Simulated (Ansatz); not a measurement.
**CuBiPbS3 (Aikinite): G0W0 under other settings**

A base run on CuBiPbS3 (Aikinite), then changed inputs.

Method: G0W0 on LDA, plane waves, PAW, in Ansatz 0.2.0.

Report form: the programs' logs are mostly left out.

In doubt: one-shot GW on d or f shells is unsure, so the values of those runs are not to be relied on.

### Step 1. Starting point

It takes space group Pnma (No. 62, orthorhombic). The conventional cell has a = 11.638 Å, b = 4.039 Å, c = 11.319 Å, α = 90.00°, β = 90.00°, γ = 90.00°. Nearest to Cu lie 4 S at 2.31 to 2.40 Å. Bi has 6 S at 2.66 to 3.16 Å nearest. Pb has 7 S at 2.89 to 3.26 Å and 2 Cu at 3.29 Å nearest. Nearest to S lie 2 Cu at 2.35 Å and 1 Bi at 2.66 Å and 2 Pb at 2.99 Å. S has 1 Cu at 2.31 Å and 3 Pb at 2.89 to 2.99 Å and 2 Bi at 2.95 Å nearest. S has 1 Cu at 2.40 Å and 3 Bi at 2.76 to 3.16 Å and 2 Pb at 3.26 Å nearest. Farther neighbours and most contacts between anions are not listed.

The cell and positions come from the Crystallography Open Database and are kept as given unless a step says otherwise. Spin-orbit coupling is left out unless a step names it. The default PAW set here is soft_2. Its files were made with PBE.

### Step 2. The base run: 2×4×2 mesh, 1393 empty bands, screening to 110 eV

G0W0 replaces the xc potential by the self-energy, built once from these orbitals. Only a window of levels is corrected, while the sums run over the empty bands that the input names.

input.yaml reads:

```yaml
crystal:
  lattice:
    - [11.638, 0.0, 0.0]
    - [0.0, 4.039, 0.0]
    - [0.0, 0.0, 11.319]
  atoms:
    - { symbol: Cu, position: [0.2338, 0.25, 0.2085] }
    - { symbol: Cu, position: [0.2662, 0.75, 0.7085] }
    - { symbol: Cu, position: [0.7338, 0.25, 0.2915] }
    - { symbol: Cu, position: [0.7662, 0.75, 0.7915] }
    - { symbol: Bi, position: [0.0189, 0.25, 0.6827] }
    - { symbol: Bi, position: [0.4811, 0.75, 0.1827] }
    - { symbol: Bi, position: [0.5189, 0.25, 0.8173] }
    - { symbol: Bi, position: [0.9811, 0.75, 0.3173] }
    - { symbol: Pb, position: [0.8329, 0.25, 0.0105] }
    - { symbol: Pb, position: [0.6671, 0.75, 0.5105] }
    - { symbol: Pb, position: [0.3329, 0.25, 0.4895] }
    - { symbol: Pb, position: [0.1671, 0.75, 0.9895] }
    - { symbol: S, position: [0.716, 0.25, 0.6986] }
    - { symbol: S, position: [0.784, 0.75, 0.1986] }
    - { symbol: S, position: [0.216, 0.25, 0.8014] }
    - { symbol: S, position: [0.284, 0.75, 0.3014] }
    - { symbol: S, position: [0.0467, 0.25, 0.14] }
    - { symbol: S, position: [0.4533, 0.75, 0.64] }
    - { symbol: S, position: [0.5467, 0.25, 0.36] }
    - { symbol: S, position: [0.9533, 0.75, 0.86] }
    - { symbol: S, position: [0.3775, 0.25, 0.0559] }
    - { symbol: S, position: [0.1225, 0.75, 0.5559] }
    - { symbol: S, position: [0.8775, 0.25, 0.4441] }
    - { symbol: S, position: [0.6225, 0.75, 0.9441] }
kpoints:
  mp_grid: { grid: [2, 4, 2] }
hamiltonian:
  xc: lda
scf:
  occupations: { method: fixed }
gw:
  n_empty_bands: 1393
  ecut_chi: 110.0
  qp_bands: [v2, c2]
  qp_kpoints: band_edges
  screening: { model: contour_deformation }
```

Command:

```sh
$ ansatz run input.yaml --threads 32 --pin off --max-ram 129024MiB --backend cuda --events-out ev --progress --plain --runs-dir out --devices 1 --max-vram 157GiB  # rebuilt from the run's record
```

It took 94 s on 1 × NVIDIA GB200 with 32 threads of Arm Neoverse V2, shared host; peak memory 8.9 GiB.

This step gave:

```
bands summed                                 : 1525
RPA ε∞ on this mesh (eigenvalues)            : 16.67, 17.48, 17.88
plane waves in the screening matrix          : 1403
q-points in the mesh                         : 16
G0W0 gap on the mesh                         : 0.9439 eV
k of the valence top                         : 0, 0, -0.5
k of the conduction bottom                   : 0, 0.25, 0
starting gap on the mesh                     : 0.5953 eV
Z at the valence top                         : 0.7022
Z at the conduction bottom                   : 0.7715
least direct G0W0 gap on the computed points : 1.027 eV
```

The gap on the mesh goes from 0.60 eV to 0.94 eV, a correction of +0.35 eV. Between the two edge states, bare exchange in place of the xc potential would open the gap by 7.26 eV, and correlation takes back 6.92 eV.

### Step 3. Variant: other PAW set

Edit input.yaml of step 2 so:

```diff
@@ -34,2 +34,3 @@
   xc: lda
+  pseudopotentials: { kind: paw, source: jth }
 scf:
@@ -37,4 +38,4 @@
 gw:
-  n_empty_bands: 1393
-  ecut_chi: 110.0
+  n_empty_bands: 1208
+  ecut_chi: 100
   qp_bands: [v2, c2]
```

It took 2.4 min on 1 × NVIDIA GB200 with 32 threads; peak memory 37 GiB; 9.6 min of CPU time.

The G0W0 gap on the mesh is 0.978 eV.

Against the base:

| setting | base | variant |
| --- | --- | --- |
| files | default PAW | JTH PAW |
| empty bands | 1393 | 1208 |
| screening cutoff (eV) | 110.0 | 100 |

| quantity | variant | base |
| --- | --- | --- |
| starting gap on the mesh | 0.593 | 0.595 |
| G0W0 gap on the mesh | 0.978 | 0.944 |
| least direct G0W0 gap on the computed points | 1.054 | 1.027 |
| Z at the valence top | 0.700 | 0.702 |
| Z at the conduction bottom | 0.769 | 0.771 |

### Step 4. Variant: coarser q mesh

Edit input.yaml of step 3 so:

```diff
@@ -34,3 +34,2 @@
   xc: lda
-  pseudopotentials: { kind: paw, source: jth }
 scf:
@@ -43 +42,2 @@
   screening: { model: contour_deformation }
+  q_mesh: [1, 2, 1]
```

Run time: 20 s. Hardware: 1 × NVIDIA GB200 with 32 threads; peak memory 6.6 GiB.

Against the base:

| setting | base | variant |
| --- | --- | --- |
| empty bands | 1393 | 1208 |
| screening cutoff (eV) | 110.0 | 100 |
| q mesh | - | [1, 2, 1] |

| quantity | variant | base |
| --- | --- | --- |
| starting gap on the mesh | 0.595 | 0.595 |
| G0W0 gap on the mesh | 0.939 | 0.944 |
| least direct G0W0 gap on the computed points | 1.032 | 1.027 |
| Z at the valence top | 0.695 | 0.702 |
| Z at the conduction bottom | 0.760 | 0.771 |

### Step 5. Summary of results

* base: 0.94 eV, 94 s
* other PAW set: 0.98 eV, 2.4 min
* coarser q mesh: 0.94 eV, 20 s

Other PAW set: the gap moves by +0.03 eV (the plane-wave cutoff goes from 420 to 1800 eV). The variant differs from the base in files, empty bands and screening cutoff together, so the change can't be laid to one of them. Coarser q mesh: the gap moves by −0.005 eV and the time by a factor of 0.22; such settings are too crude to quote. The variant differs from the base in empty bands, screening cutoff and q mesh together, so the change can't be laid to one of them. All runs here use a coarse mesh and modest cutoffs; they test settings and are not final values. The 2×4×2 mesh is coarse for this cell (its supercell is 16 Å along the shortest edge). The RPA ε∞ on it, from the LDA start, is 16.67, 17.48 and 17.88; such meshes misread the long-range screening, most where the gap is narrow. Where an edge is built on 6p states of lead, bismuth or thallium, scalar-relativistic gaps usually stand too wide, by a few tenths to over one eV. A d shell, filled or nearly so, lies near the gap. One-shot GW converges very slowly in bands there, not always from below, and on a semilocal start the gap tends to come out low; starts rich in exact exchange can overshoot instead. The many-body steps are scalar-relativistic: spin-orbit coupling is not in them.

[Paths, hosts, dates, memory and timing lines, banners, echoed tables and standing remarks are left out of the program output.]

[Logs are printed without paths, hosts, clocks, repeated set-up lines and the standing remarks that a program may print on its own settings, such as how far it seeks lower states.]

[Runs of the session that timed out or met a known fault of the program may be left out.]

[Cells called generated may have been cut or substituted from an entry of the Crystallography Open Database or the Materials Project.]

[Hosts, paths, dates, database ids (printed as entryN), source tags and the programs' standing remarks are cut or masked in the printed files.]
